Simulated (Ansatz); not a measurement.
## Dielectric response of NaCl (001) films

Aim: the electronic and static ε of rocksalt NaCl (001) from films of three thicknesses in a field.

Program: Ansatz 0.2.0. Level of theory: plane-wave DFT, PBE, Ansatz PAW (set soft_1); PAW set soft_1, in the first sound run; inputs show where later runs differ. Values are calculated unless marked as measured.

Report form: inputs, costs, results and the conclusion, without the logs.

## Step 1: The system as given

The cell holds 6 atoms: 3 Na and 3 Cl. Cell: a = 3.988 Å, b = 3.988 Å, c = 23.640 Å, α = 90.0°, β = 90.0°, γ = 90.0°. It derives from NaCl (rocksalt NaCl). Vacuum lies along c.

## Step 2: Relaxing the film, 6 atoms, units 3

The structure is relaxed first, because levels and dipoles at a surface follow the positions of the outer atoms.

Contents of input.yaml:

```yaml
crystal:
  lattice:
    - [3.98808225, 0.0, 0.0]
    - [0.0, 3.98808225, 0.0]
    - [0.0, 0.0, 23.64]
  atoms:
    - { symbol: Na, position: [0.5, 0.5, 0.3807106599] }
    - { symbol: Cl, position: [0.0, 0.0, 0.3807106599] }
    - { symbol: Na, position: [0.0, 0.0, 0.5] }
    - { symbol: Cl, position: [0.5, 0.5, 0.5] }
    - { symbol: Na, position: [0.5, 0.5, 0.6192893401] }
    - { symbol: Cl, position: [0.0, 0.0, 0.6192893401] }
kpoints:
  mp_grid: { grid: [8, 8, 1] }
hamiltonian:
  xc: pbe
  pseudopotentials: { kind: paw, azcp: { folder: soft_1 } }
scf:
  occupations: { method: fixed }
  convergence: { dr2_threshold: 1.0e-09 }
efield:
  axis: 3
  dipole_correction: true
  ramp_position: 0.97
  ramp_width: 0.06
relax:
  f_tol: 0.003
  max_steps: 100
output:
  write_potential: true
  write_density: true
  volumetric_format: npy
```

Launch:

```bash
$ ansatz run input.yaml --threads 4 --pin off --max-ram 8192MiB --backend cpu --events-out ev --progress --plain --runs-dir out
```

Run time: 12 s. Hardware: 4 threads of Arm Neoverse V1, shared host; peak memory 0.6 GiB.

Step by step:

| step | energy less that of the first step (eV) | largest force component (eV/Å) |
| --- | --- | --- |
| 1 | 0.0000 | 0.1931 |
| 2 | -0.0172 | 0.0399 |
| 3 | -0.0178 | 0.0078 |
| 4 | -0.0179 | 0.0021 |

Forces are held to the 8 operations that the program found; a distortion that breaks them can't arise in this run.

The atoms that moved most (Å):

| atom | dx | dy | dz | length |
| --- | --- | --- | --- | --- |
| Cl2 | 0.000 | 0.000 | -0.076 | 0.076 |
| Cl6 | 0.000 | 0.000 | 0.076 | 0.076 |
| Na1 | 0.000 | 0.000 | 0.025 | 0.025 |
| Na5 | 0.000 | 0.000 | -0.025 | 0.025 |

The relaxed structure:

```xyz
6
Lattice="3.9881 0.0000 0.0000 0.0000 3.9881 0.0000 0.0000 0.0000 23.6400" Properties=species:S:1:pos:R:3
Na    1.9940    1.9940    9.0249
Cl    0.0000    0.0000    8.9241
Na    0.0000    0.0000   11.8200
Cl    1.9940    1.9940   11.8200
Na    1.9940    1.9940   14.6151
Cl    0.0000    0.0000   14.7159
```

Read from the output:

| Item | Value |
| --- | --- |
| gap on the k-mesh | 5.016 eV |
| dipole along the normal | 1.49e-7 e·Å |
| ionisation energy, upper face | 6.738 eV |
| electron affinity, upper face | 1.722 eV |

Running mean over 2.82 Å of the planar mean; the ramp of the sawtooth is left out. The electron's electrostatic potential energy less the highest filled level by z:

| z (Å) | electron's electrostatic potential energy less the highest filled level (eV) |
| --- | --- |
| 3.0 | 6.74 |
| 3.5 | 6.74 |
| 4.0 | 6.74 |
| 4.5 | 6.74 |
| 5.0 | 6.74 |
| 5.5 | 6.73 |
| 6.0 | 6.70 |
| 6.5 | 6.57 |
| 7.0 | 5.95 |
| 7.5 | 4.09 |
| 8.0 | 1.90 |
| 8.5 | 1.05 |
| 9.0 | 0.879 |
| 9.5 | 0.862 |
| 10.0 | 0.926 |
| 10.5 | 0.911 |
| 11.0 | 0.844 |
| 11.5 | 0.773 |
| 12.0 | 0.768 |
| 12.5 | 0.814 |
| 13.0 | 0.900 |
| 13.5 | 0.928 |
| 14.0 | 0.880 |
| 14.5 | 0.864 |
| 15.0 | 0.978 |
| 15.5 | 1.51 |
| 16.0 | 3.41 |
| 16.5 | 5.56 |
| 17.0 | 6.49 |
| 17.5 | 6.68 |
| 18.0 | 6.73 |
| 18.5 | 6.73 |
| 19.0 | 6.74 |
| 19.5 | 6.74 |
| 20.0 | 6.74 |
| 20.5 | 6.74 |

The relaxation took 4 steps and lowered the energy by 0.018 eV; the largest force on the free atoms ends at 0.0021 eV/Å.

The gap is 5.02 eV, with the valence edge 6.74 eV and the conduction edge 1.72 eV under the upper vacuum level.

## Step 3: The relaxed film, single point, 6 atoms, units 3

The film was relaxed beforehand; a single point on the relaxed positions gives its levels and potential.

input.yaml, the sections that differ from step 2:

```yaml
crystal:
  lattice:
    - [3.98808225, 0.0, 0.0]
    - [0.0, 3.98808225, 0.0]
    - [0.0, 0.0, 23.64]
  atoms:
    - { symbol: Na, position: [0.5, 0.5, 0.38176305] }
    - { symbol: Cl, position: [0.0, 0.0, 0.377498471] }
    - { symbol: Na, position: [0.0, 0.0, 0.500000003] }
    - { symbol: Cl, position: [0.5, 0.5, 0.4999999959] }
    - { symbol: Na, position: [0.5, 0.5, 0.6182369519] }
    - { symbol: Cl, position: [0.0, 0.0, 0.6225015281] }
output:
  eigenvalues: true
  write_potential: true
  write_density: true
  volumetric_format: npy
# kpoints, hamiltonian, scf, efield: as in step 2
# relax: removed
```

It took 5 s on 4 threads; peak memory 0.62 GiB.

Numbers from this step:

```yaml
dipole_along_the_normal: -1.19e-5 e·Å
```

Running mean over 2.82 Å of the planar mean; the ramp of the sawtooth is left out. Electron's electrostatic potential energy less the highest filled level against z:

z (Å), electron's electrostatic potential energy less the highest filled level (eV) and a bar from the least value:
```
      3.0       6.74 ##############################
      3.5       6.74 ##############################
      4.0       6.74 ##############################
      4.5       6.74 ##############################
      5.0       6.74 ##############################
      5.5       6.73 ##############################
      6.0       6.70 ##############################
      6.5       6.57 #############################
      7.0       5.95 ##########################
      7.5       4.09 #################
      8.0       1.90 ######
      8.5       1.05 #
      9.0       0.88 #
      9.5       0.86 
     10.0       0.93 #
     10.5       0.91 #
     11.0       0.84 
     11.5       0.77 
     12.0       0.77 
     12.5       0.81 
     13.0       0.90 #
     13.5       0.93 #
     14.0       0.88 #
     14.5       0.86 
     15.0       0.98 #
     15.5       1.51 ####
     16.0       3.41 #############
     16.5       5.56 ########################
     17.0       6.49 #############################
     17.5       6.68 ##############################
     18.0       6.72 ##############################
     18.5       6.73 ##############################
     19.0       6.74 ##############################
     19.5       6.74 ##############################
     20.0       6.74 ##############################
     20.5       6.74 ##############################
```

The gap is 5.02 eV, with the valence edge 6.74 eV and the conduction edge 1.72 eV under the upper vacuum level.

## Step 4: Single point, 6 atoms, units 3, field 0.1 V/Å

A sawtooth potential applies the field, turning back in the middle of the vacuum. With the dipole correction the typed value is the field outside the slab. The induced dipole is small, so the SCF threshold is tight.

input.yaml: that of step 3 with these lines changed.

```diff
@@ -19,3 +19,3 @@
   occupations: { method: fixed }
-  convergence: { dr2_threshold: 1.0e-09 }
+  convergence: { dr2_threshold: 1.0e-10 }
 efield:
@@ -25,4 +25,4 @@
   ramp_width: 0.06
+  amplitude: 0.1
 output:
-  eigenvalues: true
   write_potential: true
```

Elapsed: 5.1 s, on 4 threads; peak memory 0.6 GiB; 20 s of CPU time.

Numbers from this step:

| Item | Value |
| --- | --- |
| gap on the k-mesh | 4.902 eV |
| dipole along the normal | 0.04760 e·Å |

The dipole is 0.0476 e·Å, and the gap on the mesh 4.902 eV.

## Step 5: Single point, 6 atoms, units 3, field -0.1 V/Å

input.yaml: that of step 4 with these lines changed.

```diff
@@ -25,3 +25,3 @@
   ramp_width: 0.06
-  amplitude: 0.1
+  amplitude: -0.1
 output:
```

Wall time 5.1 s (4 threads); peak memory 0.6 GiB.

The dipole is -0.0476 e·Å, and the gap on the mesh 4.902 eV.

## Step 6: Response with the atoms held, 6 atoms, units 3

This step: plane-wave DFT, PBE, Ansatz PAW (set soft_1); response to a field along the normal, atoms held; PAW set soft_1 (Ansatz 0.2.0).

The two fields give this film's response with the atoms held: the electronic part.

Numbers from this step:

```
equivalent conductor thickness p/(ε₀AE) : 5.415 Å
distance between the outer atoms        : 5.792 Å
thickness                               : 8.46 Å
```

Local field over the applied field, running mean. From the potentials at -0.1 and 0.1 V/Å; running mean over 2.82 Å, taken twice. The local field over applied field by z:

| z (Å) | local field over applied field |
| --- | --- |
| 3.99 | 0.998 |
| 4.43 | 0.996 |
| 4.88 | 0.989 |
| 5.32 | 0.974 |
| 5.61 | 0.956 |
| 6.06 | 0.916 |
| 6.50 | 0.857 |
| 6.94 | 0.781 |
| 7.39 | 0.696 |
| 7.83 | 0.609 |
| 8.27 | 0.530 |
| 8.72 | 0.469 |
| 9.01 | 0.438 |
| 9.46 | 0.409 |
| 9.90 | 0.396 |
| 10.34 | 0.393 |
| 10.79 | 0.395 |
| 11.23 | 0.398 |
| 11.67 | 0.399 |
| 11.97 | 0.399 |
| 12.41 | 0.398 |
| 12.85 | 0.395 |
| 13.30 | 0.393 |
| 13.74 | 0.396 |
| 14.18 | 0.409 |
| 14.63 | 0.438 |
| 14.92 | 0.469 |
| 15.37 | 0.530 |
| 15.81 | 0.609 |
| 16.25 | 0.696 |
| 16.70 | 0.781 |
| 17.14 | 0.857 |
| 17.58 | 0.916 |
| 18.03 | 0.956 |
| 18.32 | 0.974 |
| 18.76 | 0.989 |
| 19.21 | 0.996 |
| 19.65 | 0.998 |

Electrons, planar mean, per unit field. Induced electron density against z:

| z (Å) | induced electron density (e/Å³ per V/Å) |
| --- | --- |
| 3.99 | 1.2e-6 |
| 4.43 | 3.6e-6 |
| 4.88 | 1.1e-5 |
| 5.32 | 3.1e-5 |
| 5.61 | 6.0e-5 |
| 6.06 | 1.6e-4 |
| 6.50 | 4.0e-4 |
| 6.94 | 9.2e-4 |
| 7.39 | 0.00191 |
| 7.83 | 0.00307 |
| 8.27 | 0.00267 |
| 8.72 | 6.7e-4 |
| 9.01 | -1.8e-4 |
| 9.46 | -0.00182 |
| 9.90 | -0.00229 |
| 10.34 | -3.4e-4 |
| 10.79 | 0.00180 |
| 11.23 | 0.00208 |
| 11.67 | 4.2e-4 |
| 11.97 | -4.2e-4 |
| 12.41 | -0.00208 |
| 12.85 | -0.00180 |
| 13.30 | 3.4e-4 |
| 13.74 | 0.00229 |
| 14.18 | 0.00182 |
| 14.63 | 1.8e-4 |
| 14.92 | -6.7e-4 |
| 15.37 | -0.00267 |
| 15.81 | -0.00307 |
| 16.25 | -0.00191 |
| 16.70 | -9.2e-4 |
| 17.14 | -4.0e-4 |
| 17.58 | -1.6e-4 |
| 18.03 | -6.0e-5 |
| 18.32 | -3.1e-5 |
| 18.76 | -1.1e-5 |
| 19.21 | -3.6e-6 |
| 19.65 | -1.2e-6 |

By hand: between -0.1 and 0.1 V/Å the dipole changes by 0.09519 e·Å, a slope of 0.4760 e·Å²/V. A perfect conductor of thickness t has p = ε₀AEt, so t = 180.95 × 0.4760 / 15.905 = 5.42 Å (e/ε₀ = 180.95 V·Å, A in Å²).

The induced dipole is that of a conductor 5.42 Å thick.

## Step 7: Field on, atoms free, 6 atoms, field 0.05 V/Å

This step: plane-wave DFT, PBE, Ansatz PAW (set soft_1); PAW set soft_1 (Ansatz 0.2.0).

Now the atoms may follow the field. A weak field makes forces of meV/Å to tens of meV/Å, so the force tolerance is set well below the usual one.

input.yaml: that of step 5 with these lines changed.

```diff
@@ -25,3 +25,6 @@
   ramp_width: 0.06
-  amplitude: -0.1
+  amplitude: 0.05
+relax:
+  f_tol: 0.0006
+  max_steps: 70
 output:
```

Elapsed: 12 s, on 4 threads; peak memory 0.58 GiB.

Relaxation path:

| step | energy less that of the first step (eV) | largest force component (eV/Å) |
| --- | --- | --- |
| 1 | 0.0000 | 0.0234 |
| 2 | -0.0003 | 0.0069 |
| 3 | -0.0003 | 0.0013 |
| 4 | -0.0003 | 0.0003 |

Forces are held to the 8 operations that the program found; a distortion that breaks them can't arise in this run.

The relaxed structure:

```cif
data_structure
_symmetry_space_group_name_H-M 'P 1'
_symmetry_Int_Tables_number 1
_cell_length_a 3.9881
_cell_length_b 3.9881
_cell_length_c 23.6400
_cell_angle_alpha 90.000
_cell_angle_beta 90.000
_cell_angle_gamma 90.000
_cell_volume 375.99
loop_
_atom_site_label
_atom_site_type_symbol
_atom_site_fract_x
_atom_site_fract_y
_atom_site_fract_z
_atom_site_occupancy
Na1 Na 0.50000 0.50000 0.38192 1
Cl2 Cl 0.00000 0.00000 0.37714 1
Na3 Na 0.00000 0.00000 0.50014 1
Cl4 Cl 0.50000 0.50000 0.49993 1
Na5 Na 0.50000 0.50000 0.61854 1
Cl6 Cl 0.00000 0.00000 0.62233 1
```

Numbers from this step:

* gap on the k-mesh: 5.011 eV
* dipole along the normal: 0.03598 e·Å

The relaxation took 4 steps and lowered the energy by 3.1e-4 eV; the largest force on the free atoms ends at 2.8e-4 eV/Å.

The dipole is 0.0360 e·Å, and the gap on the mesh 5.011 eV.

## Step 8: Relaxing in the field, 6 atoms, field -0.05 V/Å

The opposite sign, again from the field-free geometry; the difference of the two cancels what relaxes without a field.

input.yaml: that of step 7 with these lines changed.

```diff
@@ -25,3 +25,3 @@
   ramp_width: 0.06
-  amplitude: 0.05
+  amplitude: -0.05
 relax:
```

The job ended after 12 s (4 threads; peak memory 0.58 GiB; 47 s of CPU time).

Step by step:

| step | energy less that of the first step (eV) | largest force component (eV/Å) |
| --- | --- | --- |
| 1 | 0.0000 | 0.0234 |
| 2 | -0.0003 | 0.0069 |
| 3 | -0.0003 | 0.0013 |
| 4 | -0.0003 | 0.0003 |

The run keeps the 8 symmetry operations that the program found, so distortions that break them were not tested.

Final coordinates:

```xyz
6
Lattice="3.9881 0.0000 0.0000 0.0000 3.9881 0.0000 0.0000 0.0000 23.6400" Properties=species:S:1:pos:R:3
Na    1.9940    1.9940    9.0176
Cl    0.0000    0.0000    8.9282
Na    0.0000    0.0000   11.8167
Cl    1.9940    1.9940   11.8217
Na    1.9940    1.9940   14.6115
Cl    0.0000    0.0000   14.7243
```

The relaxation took 4 steps and lowered the energy by 3.1e-4 eV; the largest force on the free atoms ends at 2.8e-4 eV/Å.

The dipole is -0.0360 e·Å, and the gap on the mesh 5.011 eV.

## Step 9: Response with the atoms relaxed, 6 atoms, units 3

This step: plane-wave DFT, PBE, Ansatz PAW (set soft_1); response to a field along the normal, atoms relaxed; PAW set soft_1 (Ansatz 0.2.0).

The two relaxed runs give the static response.

This step gave:

- equivalent conductor thickness p/(ε₀AE): 8.187 Å
- distance between the outer atoms: 5.796 Å

Local field over the applied field, running mean. From the potentials at -0.05 and 0.05 V/Å; running mean over 2.82 Å, taken twice. The local field over applied field by z:

z (Å), local field over applied field and a bar:
```
     3.99      0.998 ##############################
     4.43      0.994 ##############################
     4.88      0.982 #############################
     5.32      0.941 ############################
     5.61      0.890 ##########################
     6.06      0.847 #########################
     6.50      0.761 ######################
     6.94      0.652 ###################
     7.39      0.524 ###############
     7.83      0.393 ##########
     8.27      0.326 ########
     8.72      0.250 ######
     9.01      0.179 ###
     9.46      0.126 ##
     9.90      0.087 
    10.34      0.097 #
    10.79      0.114 #
    11.23      0.086 
    11.67      0.073 
    11.97      0.073 
    12.41      0.086 
    12.85      0.114 #
    13.30      0.097 #
    13.74      0.087 
    14.18      0.126 ##
    14.63      0.179 ###
    14.92      0.250 ######
    15.37      0.326 ########
    15.81      0.393 ##########
    16.25      0.524 ###############
    16.70      0.652 ###################
    17.14      0.761 ######################
    17.58      0.847 #########################
    18.03      0.890 ##########################
    18.32      0.941 ############################
    18.76      0.982 #############################
    19.21      0.994 ##############################
    19.65      0.998 ##############################
```

The induced dipole is that of a conductor 8.19 Å thick.

## Step 10: Relaxing the film, 10 atoms, units 5

This step: plane-wave DFT, PBE, Ansatz PAW (set soft_1); PAW set soft_1 (Ansatz 0.2.0).

System of this step: NaCl (001), 5 units. The cell holds 10 atoms: 5 Na and 5 Cl. Its edges and angles: a = 3.988 Å, b = 3.988 Å, c = 29.280 Å, α = 90.0°, β = 90.0°, γ = 90.0°. It derives from NaCl (rocksalt NaCl). Vacuum lies along c.

The next thickness, treated alike, so that differences show the interior and the faces cancel.

Contents of input.yaml:

```yaml
crystal:
  lattice:
    - [3.98808225, 0.0, 0.0]
    - [0.0, 3.98808225, 0.0]
    - [0.0, 0.0, 29.28]
  atoms:
    - { symbol: Na, position: [0.5, 0.5, 0.3073770492] }
    - { symbol: Cl, position: [0.0, 0.0, 0.3073770492] }
    - { symbol: Na, position: [0.0, 0.0, 0.4036885246] }
    - { symbol: Cl, position: [0.5, 0.5, 0.4036885246] }
    - { symbol: Na, position: [0.5, 0.5, 0.5] }
    - { symbol: Cl, position: [0.0, 0.0, 0.5] }
    - { symbol: Na, position: [0.0, 0.0, 0.5963114754] }
    - { symbol: Cl, position: [0.5, 0.5, 0.5963114754] }
    - { symbol: Na, position: [0.5, 0.5, 0.6926229508] }
    - { symbol: Cl, position: [0.0, 0.0, 0.6926229508] }
kpoints:
  mp_grid: { grid: [8, 8, 1] }
hamiltonian:
  xc: pbe
  pseudopotentials: { kind: paw, azcp: { folder: soft_1 } }
scf:
  occupations: { method: fixed }
  convergence: { dr2_threshold: 1.0e-09 }
efield:
  axis: 3
  dipole_correction: true
  ramp_position: 0.97
  ramp_width: 0.06
relax:
  f_tol: 0.003
  max_steps: 100
output:
  write_potential: true
  write_density: true
  volumetric_format: npy
```

The job ended after 33 s (4 threads; peak memory 0.87 GiB; 2.2 min of CPU time).

Step by step:

| step | energy less that of the first step (eV) | largest force component (eV/Å) |
| --- | --- | --- |
| 1 | 0.0000 | 0.1927 |
| 2 | -0.0187 | 0.0627 |
| 3 | -0.0227 | 0.0092 |
| 4 | -0.0228 | 0.0018 |
| 5 | -0.0228 | 0.0002 |

The run keeps the 8 symmetry operations that the program found, so distortions that break them were not tested.

The atoms that moved most (Å):

| atom | dx | dy | dz | length |
| --- | --- | --- | --- | --- |
| Cl2 | 0.000 | 0.000 | -0.124 | 0.124 |
| Cl10 | 0.000 | 0.000 | 0.124 | 0.124 |
| Na7 | 0.000 | 0.000 | 0.064 | 0.064 |
| Na3 | 0.000 | 0.000 | -0.064 | 0.064 |
| Cl4 | 0.000 | 0.000 | -0.031 | 0.031 |
| Cl8 | 0.000 | 0.000 | 0.031 | 0.031 |
| Na9 | 0.000 | 0.000 | 0.012 | 0.012 |
| Na1 | 0.000 | 0.000 | -0.012 | 0.012 |

The relaxed structure:

```cif
data_structure
_symmetry_space_group_name_H-M 'P 1'
_symmetry_Int_Tables_number 1
_cell_length_a 3.9881
_cell_length_b 3.9881
_cell_length_c 29.2800
_cell_angle_alpha 90.000
_cell_angle_beta 90.000
_cell_angle_gamma 90.000
_cell_volume 465.69
loop_
_atom_site_label
_atom_site_type_symbol
_atom_site_fract_x
_atom_site_fract_y
_atom_site_fract_z
_atom_site_occupancy
Na1 Na 0.50000 0.50000 0.30698 1
Cl2 Cl 0.00000 0.00000 0.30316 1
Na3 Na 0.00000 0.00000 0.40151 1
Cl4 Cl 0.50000 0.50000 0.40261 1
Na5 Na 0.50000 0.50000 0.50000 1
Cl6 Cl 0.00000 0.00000 0.50000 1
Na7 Na 0.00000 0.00000 0.59849 1
Cl8 Cl 0.50000 0.50000 0.59739 1
Na9 Na 0.50000 0.50000 0.69302 1
Cl10 Cl 0.00000 0.00000 0.69684 1
```

The relaxation took 5 steps and lowered the energy by 0.023 eV; the largest force on the free atoms ends at 1.8e-4 eV/Å.

The gap is 5.03 eV, with the valence edge 6.75 eV and the conduction edge 1.72 eV under the upper vacuum level.

## Step 11: Single point on the relaxed film, 10 atoms, units 5

input.yaml, the sections that differ from step 10:

```yaml
crystal:
  lattice:
    - [3.98808225, 0.0, 0.0]
    - [0.0, 3.98808225, 0.0]
    - [0.0, 0.0, 29.28]
  atoms:
    - { symbol: Na, position: [0.5, 0.5, 0.3069791556] }
    - { symbol: Cl, position: [0.0, 0.0, 0.3031562846] }
    - { symbol: Na, position: [0.0, 0.0, 0.4015140592] }
    - { symbol: Cl, position: [0.5, 0.5, 0.4026131922] }
    - { symbol: Na, position: [0.5, 0.5, 0.5000000003] }
    - { symbol: Cl, position: [0.0, 0.0, 0.4999999999] }
    - { symbol: Na, position: [0.0, 0.0, 0.5984859416] }
    - { symbol: Cl, position: [0.5, 0.5, 0.597386807] }
    - { symbol: Na, position: [0.5, 0.5, 0.6930208446] }
    - { symbol: Cl, position: [0.0, 0.0, 0.6968437149] }
output:
  eigenvalues: true
  write_potential: true
  write_density: true
  volumetric_format: npy
  elf: true
# kpoints, hamiltonian, scf, efield: as in step 10
# relax: removed
```

Wall time 12 s (4 threads); peak memory 0.93 GiB; 46 s of CPU time.

The gap is 5.03 eV, with the valence edge 6.75 eV and the conduction edge 1.72 eV under the upper vacuum level.

## Step 12: Single point, 10 atoms, units 5, field 0.1 V/Å

input.yaml: that of step 11 with these lines changed.

```diff
@@ -23,3 +23,3 @@
   occupations: { method: fixed }
-  convergence: { dr2_threshold: 1.0e-09 }
+  convergence: { dr2_threshold: 1.0e-10 }
 efield:
@@ -29,4 +29,4 @@
   ramp_width: 0.06
+  amplitude: 0.1
 output:
-  eigenvalues: true
   write_potential: true
@@ -34,2 +34 @@
   volumetric_format: npy
-  elf: true
```

Elapsed: 12 s, on 4 threads; peak memory 0.9 GiB.

The dipole is 0.0777 e·Å, and the gap on the mesh 4.714 eV.

(Part 1 of 3 ends here.)

[Long decimals in the printed logs are rounded to 6 places.]

[Logs are printed without paths, hosts, clocks, repeated set-up lines and the standing remarks that a program may print on its own settings, such as how far it seeks lower states.]

[Hosts, paths, dates, database ids (printed as entryN), source tags and the programs' standing remarks are cut or masked in the printed files.]

[Maps of the electrostatic potential energy from Ansatz leave out the sawtooth potential of an applied field or a dipole correction, so their vacuum need not be flat; planar profiles and work functions include it.]
